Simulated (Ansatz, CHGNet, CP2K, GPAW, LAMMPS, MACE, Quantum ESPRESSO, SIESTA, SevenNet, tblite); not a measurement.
## Rapidly quenched Si57Al14Cu29 (at. %) (111 atoms): runs against a plane-wave reference

Density of this cell: 3.83 g/cm³. The cell holds 111 atoms: 63 Si, 16 Al and 32 Cu. Cell: a = 12.242 Å, b = 12.242 Å, c = 12.242 Å, α = 90.0°, β = 90.0°, γ = 90.0°. 111 atoms (63 Si, 16 Al, 32 Cu) placed at random at 3.66 g/cm³, melted at 2000 K for 10 ps at fixed volume with the MEAM Al-Si-Mg-Cu-Fe potential (Jelinek et al., Phys. Rev. B 85, 245102 (2012)). Quenched from 2000 K to 300 K at 10 K/ps and zero pressure, held 5 ps, then minimised at fixed cell.

Geometry: as built.

The reference, a calculation:

```
method                 : Kohn-Sham DFT, PBE, SSSP efficiency 1.3.0 pseudopotentials, plane waves (Quantum ESPRESSO 7.5); sssp-pbe-1.3.0-efficiency, cutoffs 60/480 Ry, Γ point
r.m.s. force component : 0.6806 eV/Å
longest force          : 4.362 eV/Å
pressure               : -1.918 GPa
time                   : 8.9 min on 4 MPI ranks of Arm Neoverse V2, shared host
CPU time               : 36 min
```

Runs, in no order:
A. CP2K PBE, DZVP-MOLOPT-SR, 800/50 Ry, diagonalisation: Kohn-Sham DFT, PBE, GTH-PBE pseudopotentials, Gaussian and plane waves, DZVP-MOLOPT-SR-GTH, diagonalisation
B. CHGNet 0.3.0 potential: machine-learned interatomic potential CHGNet 0.3.0, trained on PBE(+U) plane-wave data
C. SIESTA PBE, DZP, shift 0.01 Ry, mesh 500 Ry: Kohn-Sham DFT, PBE, PseudoDojo 0.4.1 norm-conserving pseudopotentials (converted to PSML), numerical atomic orbitals (DZP), diagonalisation
D. GPAW PBE, LCAO szp(dzp), h 0.2 Å: Kohn-Sham DFT, PBE, PAW, atomic orbitals (szp(dzp))
E. CP2K PBE, SZV-MOLOPT-SR, 800/50 Ry, diagonalisation: Kohn-Sham DFT, PBE, GTH-PBE pseudopotentials, Gaussian and plane waves, SZV-MOLOPT-SR-GTH, diagonalisation

In doubt: a PseudoDojo file used here is known to give poor structures and forces (SIESTA), which bears on pressures, cells, forces and phonons.

Q: Order them from the smallest to the largest r.m.s. force difference.

A, C, D, B, E.

| run | Δ force, r.m.s. (meV/Å) | share of r.m.s. force (%) | CPU time |
| --- | --- | --- | --- |
| A. CP2K PBE, DZVP-MOLOPT-SR, 800/50 Ry, diagonalisation | 34.9 | 5.13 | 12 min |
| C. SIESTA PBE, DZP, shift 0.01 Ry, mesh 500 Ry | 60.1 | 8.84 | 26 min |
| D. GPAW PBE, LCAO szp(dzp), h 0.2 Å | 117 | 17.2 | 6.3 min |
| B. CHGNet 0.3.0 potential | 222 | 32.6 | 3.5 s |
| E. CP2K PBE, SZV-MOLOPT-SR, 800/50 Ry, diagonalisation | 334 | 49.0 | 6.7 min |

Machine-learned potentials mimic data converged in k, so the reference's own k-point error enters their differences. The network of bonds at the start is that of the classical potential that made the cell, and needn't be the one that DFT or experiment would give. The electronic-structure runs sample only Γ, in a cell whose shortest periodic width is 12 Å, which is coarse for a cell with partly filled levels.

[Logs are printed without paths, hosts, clocks, repeated set-up lines and the standing remarks that a program may print on its own settings, such as how far it seeks lower states.]

[Hosts, paths, dates, database ids (printed as entryN), source tags and the programs' standing remarks are cut or masked in the printed files.]
